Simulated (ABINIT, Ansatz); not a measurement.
# CeAl (Pm-3m): from the cell to the phonon bands, part 2 of 4

How does CeAl (Pm-3m) vibrate, and is this structure a minimum?

ABINIT 10.8.3; DFT PBEsol, scalar-relativistic, plane waves, PseudoDojo norm-conserving, 4f in core pseudopotentials (the lanthanide files made for PBE).

So far. Step 3 (Relaxation): The volume changes by +6.3 % in this run and stands +6.3 % from the first cell. The relaxed cell has a = 3.749 Å (conventional setting).

## 5. Zone-centre response

At q = 0 one unit cell holds all displacements. The response is solved for single atoms along the cell's directions, and symmetry skips those that follow from others. The crystal is treated as a metal, which screens a static field, so no field response is asked.

The input, dfpt_gamma.abi:

```

# common to the responses
getwfk_filepath "gso_WFK"
kptopt 2
nqpt 1
qpt 0.0 0.0 0.0
asr 0
chneut 0

# displacements
rfphon 1
rfatpol 1 2
rfdir 1 1 1
tolvrs 1.0d-10
prtwf 0
prtpot 1

# basis, mesh and filling
ecut 20.0
ixc -116133
ngkpt 8 8 8
nshiftk 1
shiftk 0.0 0.0 0.0
istwfk *1
occopt 7
tsmear 0.01
nband 13
nstep 100
diemac 1000000.0
prtebands 0
prtgsr 0
useylm 1

# cell and atoms
acell 3*1.0 Angstrom
rprim 
    3.748986081 0.0 0.0
    0.0 3.748986081 0.0
    0.0 0.0 3.748986081
ntypat 2
znucl 58 13
natom 2
typat 1 2
xred 
    0.5 0.5 0.5
    0.0 0.0 0.0
pp_dirpath "./pseudo"
pseudos "Ce.upf, Al.upf"
```

Launch:

```console
> OMP_NUM_THREADS=1 mpirun -n 4 abinit dfpt_gamma.abi > dfpt_gamma.log
```

Numbers of over 12 decimals in the logs are rounded to 6 here.

dfpt_gamma.abo, the main output file:

```text
[banners, grids, parts of the stress and lines that vanish by symmetry left out]
- input  file    -> dfpt_gamma.abi
- output file    -> dfpt_gamma.abo
- root for input  files -> dfpt_gammai
- root for output files -> dfpt_gammao

 Symmetries : space group Pm -3 m (#221); Bravais cP (primitive cubic)
================================================================================
 Values of the parameters that define the memory need of the present run (RF).
     intxc =       0      iscf =       7    lmnmax =      25     lnmax =       7
     mgfft =      30  mpssoang =       4    mqgrid =    3001     natom =       2
  nloc_mem =       1    nspden =       1   nspinor =       1    nsppol =       1
      nsym =      48    n1xccc =    2501    ntypat =       2    occopt =       7
   xclevel =       2
-    mband =          13        mffmem =           1         mkmem =          65
-   mkqmem =          65        mk1mem =          65           mpw =        1568
      nfft =       27000          nkpt =         260
- my_mband =          13
================================================================================
================================================================================

--------------------------------------------------------------------------------
------------- Echo of variables that govern the present computation ------------
--------------------------------------------------------------------------------
-
- outvars: echo of selected default values
-   iomode0 =  0 , fftalg0 =312 , wfoptalg0 =  0
-
- outvars: echo of global parameters not present in the input file
-  max_nthreads =    1
-
 -outvars: echo values of preprocessed input variables
 [... echo left out ...]
================================================================================

 chkinp: Checking input parameters for consistency.

[...]
== DATASET  1 ==================================================================
-   mpi_nproc: 4, omp_nthreads: 1 (-1 if OMP is not activated)

--- !DatasetInfo
iteration_state: {dtset: 1, }
dimensions: {natom: 2, nkpt: 260, mband: 13, nsppol: 1, nspinor: 1, nspden: 1, mpw: 1568, }
cutoff_energies: {ecut:  20.0, pawecutdg:  -1.0, }
electrons: {nelect:   1.40000000E+01, charge:   0.00000000E+00, occopt:   7.00000000E+00, tsmear:   1.00000000E-02, }
meta: {optdriver: 1, rfphon: 1, }
...

 mkfilename: getwfk from: gso_WFK

 Real(R)+Recip(G) space primitive vectors, cartesian coordinates (Bohr,Bohr^-1):
 R(1)=  7.0845569  0.0000000  0.0000000  G(1)=  0.1411521  0.0000000  0.0000000
 R(2)=  0.0000000  7.0845569  0.0000000  G(2)=  0.0000000  0.1411521  0.0000000
 R(3)=  0.0000000  0.0000000  7.0845569  G(3)=  0.0000000  0.0000000  0.1411521
 Unit cell volume ucvol=  3.5558062E+02 bohr^3
 Angles (23,13,12)=  9.00000000E+01  9.00000000E+01  9.00000000E+01 degrees
 setup1 : take into account q-point for computing boxcut.

 getcut: wavevector=  0.0000  0.0000  0.0000  ngfft=  30  30  30
         ecut(hartree)=     20.000   => boxcut(ratio)=   2.10343

--- Pseudopotential description ------------------------------------------------
- pspini: atom type   1  psp file is ./pseudo/Ce.upf

- pspini: atom type   2  psp file is ./pseudo/Al.upf

   5.25619818E+02                                ecore*ucvol(ha*bohr**3)
--------------------------------------------------------------------------------

 ==>  initialize data related to q vector <==

 The list of irreducible perturbations for this q vector is:
    1)    idir= 1    ipert=   1
    2)    idir= 1    ipert=   2

[...]
The perturbation idir=   2  ipert=   1 is
 symmetric of a previously calculated perturbation.
 So, its SCF calculation is not needed.

 The perturbation idir=   3  ipert=   1 is
 symmetric of a previously calculated perturbation.
 So, its SCF calculation is not needed.

 The perturbation idir=   2  ipert=   2 is
 symmetric of a previously calculated perturbation.
 So, its SCF calculation is not needed.

 The perturbation idir=   3  ipert=   2 is
 symmetric of a previously calculated perturbation.
 So, its SCF calculation is not needed.

--------------------------------------------------------------------------------
 Perturbation wavevector (in red.coord.)   0.000000  0.000000  0.000000
 Perturbation : displacement of atom   1   along direction   1
 Found     8 symmetries that leave the perturbation invariant.

[...]
dfpt_looppert : total number of electrons, from k and k+q
  fully or partially occupied states are    1.400000E+01 and    1.400000E+01.
 Initialisation of the first-order wave-functions :
  ireadwf=   0

--- !BeginCycle
iteration_state: {dtset: 1, }
solver: {iscf: 7, nstep: 100, nline: 4, wfoptalg: 0, }
tolerances: {tolvrs: 1.00E-10, }
...

     iter   2DEtotal(Ha)        deltaE(Ha) residm    vres2
-ETOT  1   2.426444     -8.450E+02 2.654E+00 5.971E+02
 ETOT  2   1.672719     -7.537E-01 6.641E-02 1.383E+00
 ETOT  3   1.671835     -8.842E-04 1.625E-03 4.664E-02
 ETOT  4   1.671808     -2.690E-05 1.592E-04 2.006E-03
 ETOT  5   1.671806     -1.818E-06 2.594E-05 4.766E-05
[...]
At SCF step    8       vres2   =  5.50E-12 < tolvrs=  1.00E-10 =>converged.
[...]
Mean square residual over all n,k,spin=   72.725E-12; max=  51.304E-09

 Thirteen components of 2nd-order total energy (hartree) are
 1,2,3: 0th-order hamiltonian combined with 1st-order wavefunctions
     kin0=   5.48675440E+02 eigvalue=   6.39746308E+01  local=  -3.05302912E+02
 4,5,6: 1st-order hamiltonian combined with 1st and 0th-order wfs
 loc psp =  -9.42817676E+02  Hartree=   2.34467475E+02     xc=  -6.50008863E+01
 note that "loc psp" includes a xc core correction that could be resolved
 7,8,9: eventually, occupation + non-local contributions
    edocc=   1.14626746E+02     enl0=   2.54347796E+02   enl1=  -7.48758904E+02
 1-9 gives the relaxation energy (to be shifted if some occ is /=2.0)
   erelax=  -8.45788291E+02
 10,11,12 Non-relaxation  contributions : frozen-wavefunctions and Ewald
 fr.local=   4.61934705E+02 fr.nonlo=   3.74556307E+02  Ewald=   1.95114639E+01
 13,14 Frozen wf xc core corrections (1) and (2)
 frxc 1  =  -9.23427847E+01  frxc 2 =   8.38004056E+01
 Resulting in :
 2DEtotal=    0.1671806100E+01 Ha. Also 2DEtotal=    0.454921615199E+02 eV
    (2DErelax=   -8.4578829100E+02 Ha. 2DEnonrelax=    8.4746009710E+02 Ha)
    (  non-var. 2DEtotal :    1.6718067017E+00 Ha)

[...]
Perturbation wavevector (in red.coord.)   0.000000  0.000000  0.000000
 Perturbation : displacement of atom   2   along direction   1
 Found     8 symmetries that leave the perturbation invariant.

--------------------------------------------------------------------------------

--------------------------------------------------------------------------------

 dfpt_looppert : total number of electrons, from k and k+q
  fully or partially occupied states are    1.400000E+01 and    1.400000E+01.
 Initialisation of the first-order wave-functions :
  ireadwf=   0

--- !BeginCycle
iteration_state: {dtset: 1, }
solver: {iscf: 7, nstep: 100, nline: 4, wfoptalg: 0, }
tolerances: {tolvrs: 1.00E-10, }
...

     iter   2DEtotal(Ha)        deltaE(Ha) residm    vres2
-ETOT  1   1.972863     -2.858E+01 3.108E-01 4.869E+02
[...]
ETOT  7   1.683414     -2.183E-11 2.469E-08 4.048E-10
 ETOT  8   1.683414     -3.482E-13 2.875E-09 4.768E-12

 At SCF step    8       vres2   =  4.77E-12 < tolvrs=  1.00E-10 =>converged.
[...]
Mean square residual over all n,k,spin=   44.429E-13; max=  28.751E-10

 Thirteen components of 2nd-order total energy (hartree) are
 1,2,3: 0th-order hamiltonian combined with 1st-order wavefunctions
     kin0=   2.33482884E+01 eigvalue=  -1.88195547E+00  local=  -1.58430869E+01
 4,5,6: 1st-order hamiltonian combined with 1st and 0th-order wfs
 loc psp =  -2.61578851E+00  Hartree=   5.87520761E+00     xc=  -2.49987408E+00
 note that "loc psp" includes a xc core correction that could be resolved
 7,8,9: eventually, occupation + non-local contributions
    edocc=   2.44868712E+00     enl0=   1.74263362E+01   enl1=  -5.51314171E+01
 1-9 gives the relaxation energy (to be shifted if some occ is /=2.0)
   erelax=  -2.88736029E+01
 10,11,12 Non-relaxation  contributions : frozen-wavefunctions and Ewald
 fr.local=  -2.08438410E+01 fr.nonlo=   3.27499291E+01  Ewald=   1.95114639E+01
 13,14 Frozen wf xc core corrections (1) and (2)
 frxc 1  =  -4.17810067E+00  frxc 2 =   3.31756535E+00
 Resulting in :
 2DEtotal=    0.1683413739E+01 Ha. Also 2DEtotal=    0.458080214613E+02 eV
    (2DErelax=   -2.8873602862E+01 Ha. 2DEnonrelax=    3.0557016601E+01 Ha)
    (  non-var. 2DEtotal :    1.6834137914E+00 Ha)

[...]
---- first-order wavefunction calculations are completed ----

 ==> Compute Derivative Database <==

 [... matrices left out ...]
  Phonon wavevector (reduced coordinates) :  0.00000  0.00000  0.00000
 Phonon energies in Hartree :
  -2.866556E-05 -2.866556E-05 -2.866556E-05  9.017547E-04  9.017547E-04
   9.017547E-04
 Phonon frequencies in cm-1    :
- -6.291363E+00 -6.291363E+00 -6.291363E+00  1.979123E+02  1.979123E+02
-  1.979123E+02

== END DATASET(S) ==============================================================
================================================================================

 -outvars: echo values of variables after computation
            acell      1.8897261259E+00  1.8897261259E+00  1.8897261259E+00 Bohr
           etotal      1.6834137389E+00
            fcart      0.0000000000E+00  0.0000000000E+00  0.0000000000E+00
           strten      0.0000000000E+00  0.0000000000E+00  0.0000000000E+00
================================================================================
```

Wall time 21 s (4 MPI ranks of Arm Neoverse V1, shared host); 85 s of CPU time.

Read from the output:

```
largest acoustic frequency at the zone centre before the sum rule : -6.29 cm⁻¹
highest optical zone-centre mode (no LO-TO term)                  : 197.9 cm⁻¹
lowest optical zone-centre mode                                   : 197.9 cm⁻¹
```

The acoustic modes at Γ come out as far as 6.3 cm⁻¹ from zero, where they should vanish, a small numerical error.

## 6. Phonons on a q mesh

Linear response treats each wavevector of the 2×2×2 mesh in the unit cell; the first-order potentials are kept for the electron-phonon matrix elements.

The input, dfpt_q.abi:

```
ndtset 3

# wavevectors
qpt1 0.5 0.0 0.0
qpt2 0.5 0.5 0.0
qpt3 0.5 0.5 0.5

# displacements
getwfk_filepath "gso_WFK"
getwfq_filepath "gso_WFK"
kptopt 3
nqpt 1
rfphon 1
rfatpol 1 2
rfdir 1 1 1
tolvrs 1.0d-10
prtwf 0
prtpot 1

# basis, mesh and filling
ecut 20.0
ixc -116133
ngkpt 8 8 8
nshiftk 1
shiftk 0.0 0.0 0.0
istwfk *1
occopt 7
tsmear 0.01
nband 13
nstep 100
diemac 1000000.0
prtebands 0
prtgsr 0
useylm 1

# cell and atoms
acell 3*1.0 Angstrom
rprim 
    3.748986081 0.0 0.0
    0.0 3.748986081 0.0
    0.0 0.0 3.748986081
ntypat 2
znucl 58 13
natom 2
typat 1 2
xred 
    0.5 0.5 0.5
    0.0 0.0 0.0
pp_dirpath "./pseudo"
pseudos "Ce.upf, Al.upf"
```

Launch:

```console
> OMP_NUM_THREADS=1 mpirun -n 4 abinit dfpt_q.abi > dfpt_q.log
```

dfpt_q.abo, the main output file:

```text
[banners, grids, parts of the stress and lines that vanish by symmetry left out]
- input  file    -> dfpt_q.abi
- output file    -> dfpt_q.abo
- root for input  files -> dfpt_qi
[...]
DATASET    1 : space group Pm -3 m (#221); Bravais cP (primitive cubic)
[...]
nfft =       27000          nkpt =         512
[...]
DATASET    2 : space group Pm -3 m (#221); Bravais cP (primitive cubic)
[...]
nfft =       27000          nkpt =         512
[...]
DATASET    3 : space group Pm -3 m (#221); Bravais cP (primitive cubic)
[...]
nfft =       27000          nkpt =         512
[...]
== DATASET  1 ==================================================================
[...]
cutoff_energies: {ecut:  20.0, pawecutdg:  -1.0, }
[...]
Perturbation : displacement of atom   1   along direction   1
[...]
-ETOT  1   12.910512574554     -1.072E+03 2.537E+00 4.505E+04
 ETOT  2   4.352418     -8.558E+00 2.610E-01 8.599E+02
 ETOT  3   4.169280     -1.831E-01 5.560E-03 1.393E+01
 ETOT  4   4.166345     -2.935E-03 9.024E-04 6.369E-02
 ETOT  5   4.166303     -4.183E-05 5.645E-05 1.444E-03
[...]
At SCF step   10       vres2   =  3.58E-12 < tolvrs=  1.00E-10 =>converged.
[...]
Perturbation : displacement of atom   1   along direction   2
[...]
-ETOT  1   2.028322     -8.342E+02 2.676E+00 8.081E+01
[...]
At SCF step    9       vres2   =  3.58E-12 < tolvrs=  1.00E-10 =>converged.
[...]
Perturbation : displacement of atom   2   along direction   1
[...]
-ETOT  1   12.252564929469     -3.593E+01 2.614E+00 5.162E+04
[...]
At SCF step   10       vres2   =  1.14E-11 < tolvrs=  1.00E-10 =>converged.
[...]
Perturbation : displacement of atom   2   along direction   2
[...]
-ETOT  1   2.133125     -2.759E+01 7.174E-01 2.238E+02
[...]
At SCF step    8       vres2   =  1.30E-11 < tolvrs=  1.00E-10 =>converged.
[...]
Phonon wavevector (reduced coordinates) :  0.50000  0.00000  0.00000
 Phonon energies in Hartree :
[...]
Phonon frequencies in cm-1    :
-  7.761909E+01  7.761909E+01  1.251194E+02  1.961533E+02  1.961533E+02
-  2.011250E+02
[...]
== DATASET  2 ==================================================================
[...]
cutoff_energies: {ecut:  20.0, pawecutdg:  -1.0, }
[...]
Perturbation : displacement of atom   1   along direction   1
[...]
-ETOT  1   6.890059     -9.578E+02 3.166E+00 6.374E+03
[...]
Perturbation : displacement of atom   1   along direction   3
[...]
-ETOT  1   1.177893     -8.264E+02 2.639E+00 6.072E+01
[...]
Perturbation : displacement of atom   2   along direction   1
[...]
-ETOT  1   2.765540     -3.651E+01 3.618E-01 2.045E+03
[...]
Perturbation : displacement of atom   2   along direction   3
[...]
-ETOT  1   2.372581     -2.670E+01 1.016E+00 4.527E+01
[...]
Phonon wavevector (reduced coordinates) :  0.50000  0.50000  0.00000
 Phonon energies in Hartree :
[...]
Phonon frequencies in cm-1    :
-  1.225440E+01  1.225440E+01  5.447367E+01  2.135309E+02  2.388413E+02
-  2.388413E+02
[...]
== DATASET  3 ==================================================================
[...]
cutoff_energies: {ecut:  20.0, pawecutdg:  -1.0, }
[...]
Perturbation : displacement of atom   1   along direction   1
[...]
-ETOT  1   6.139157     -9.129E+02 2.473E+00 2.918E+03
[...]
At SCF step    8       vres2   =  1.95E-11 < tolvrs=  1.00E-10 =>converged.
[...]
Perturbation : displacement of atom   2   along direction   1
[...]
-ETOT  1   2.669718     -3.321E+01 1.719E+00 1.843E+02
[...]
ETOT  6   2.588644     -6.071E-10 1.809E-05 7.233E-09
 ETOT  7   2.588644     -2.636E-12 2.424E-06 9.151E-11
 At SCF step    7       vres2   =  9.15E-11 < tolvrs=  1.00E-10 =>converged.
[...]
Phonon wavevector (reduced coordinates) :  0.50000  0.50000  0.50000
 Phonon energies in Hartree :
[...]
Phonon frequencies in cm-1    :
-  1.277867E+02  1.277867E+02  1.277867E+02  2.247472E+02  2.247472E+02
-  2.247472E+02
[...]
strten2     0.0000000000E+00  0.0000000000E+00  0.0000000000E+00
           strten3     0.0000000000E+00  0.0000000000E+00  0.0000000000E+00
================================================================================
```

Elapsed: 5.9 min, on 4 MPI ranks; 23 min of CPU time.

Read from the output:

```
lowest mode on the q mesh (acoustic ones at the zone centre apart) : 12.25 cm⁻¹
```

Frequencies (cm⁻¹) before the sum rule at the irreducible wavevectors but Γ, which is solved apart; negative means imaginary. Frequencies by wavevector:

```csv
q (fractions),star,mode 1,mode 2,mode 3,mode 4,mode 5,mode 6
0.5 0 0,3,77.62,77.62,125.1,196.2,196.2,201.1
0.5 0.5 0,3,12.25,12.25,54.47,213.5,238.8,238.8
0.5 0.5 0.5,1,127.8,127.8,127.8,224.8,224.8,224.8
```

[end of part 2 of 4]

[Host names and launcher messages were left out of these logs when they were recorded.]

[Logs are printed without paths, hosts, clocks, repeated set-up lines and the standing remarks that a program may print on its own settings, such as how far it seeks lower states.]

[Hosts, paths, dates, database ids (printed as entryN), source tags and the programs' standing remarks are cut or masked in the printed files.]
